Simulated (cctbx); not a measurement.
# Which space group?

Cell: a = 4.0330 Å, b = 15.8980 Å, c = 9.7750 Å, α = 90.00°, β = 90.00°, γ = 90.00°. Expected content of the cell: Ir4 Er6 Nd8 Te4.

Simulated single-crystal data (cctbx): Mo Kα, λ = 0.71073 Å, to d = 0.65 Å, 70 % of the full sphere, strongest reflection 20000 counts, noise from counting, a 3 % proportional error and a noise floor of 4 counts (s.d.); no absorption.

Tests on the unmerged data give:

```text
6691 reflections to d = 0.650 A
centring   violations  <I/sigma> of those
    A       1578 of  3347      8.4
    B       1528 of  3359      8.0
    C       1512 of  3326      8.0
    I          0 of  3338      0.0
    R       2070 of  4480      8.1
    F       2309 of  5016      8.1
Laue class    unique    Rint  (classes that these axes allow; Friedel mates merged)
I 1 2/m 1        1216   0.048
I 1 1 2/m        1241   0.048
I 2/m 1 1        1312   0.048
I m m m           721   0.050
space group    extra absences  I>4sigma  <I/sigma>
I 2 2 2                 0          0         -  acentric
I 21 21 21              0          0         -  acentric
I m m 2                 0          0         -  acentric
I 2 m m                 0          0         -  acentric
I m 2 m                 0          0         -  acentric
I m m m                 0          0         -  centric
Wilson B = 0.60 A^2   <|E^2-1|> = 0.679 (0.968 centric, 0.736 acentric)   E^2>4: 0.8 %
shell (A)         n   <I/sigma>
 8.33 - 1.30    109     31.1
 1.30 - 1.03     90     30.7
 1.03 - 0.90     93     29.2
 0.90 - 0.82     85     26.1
 0.82 - 0.76     88     21.4
 0.76 - 0.72     89     25.3
 0.72 - 0.68     79     20.9
 0.68 - 0.65     88     20.4
```

**Question.** What are the lattice type, the Laue class and the likely space group?

The reflections that I centring forbids are absent (⟨I/σ⟩ near 0), so the lattice is I.

Rint stays low (0.048 to 0.050) up to I m m m, the highest class in these axes.

6 settings pass the absence test. No glide or screw absences show, which leaves I 2 2 2, I 21 21 21, I m m 2, I 2 m m, I m 2 m and I m m m.

⟨|E²−1|⟩ = 0.679 leans to a non-centrosymmetric structure, or to twinning, which lowers it. The Wilson B of 0.60 Å² means U ≈ 0.0076 Å².

The true group is Imm2 (no. 44), Laue class mmm, non-centrosymmetric. The tables only narrow the choice to the tied entries; cell content, site symmetry and trial solutions must settle it.

The model is made up (kin elements in a known structure type, no relaxation), so it says nothing on whether the phase exists.

[Logs are printed without paths, hosts, clocks, repeated set-up lines and the standing remarks that a program may print on its own settings, such as how far it seeks lower states.]
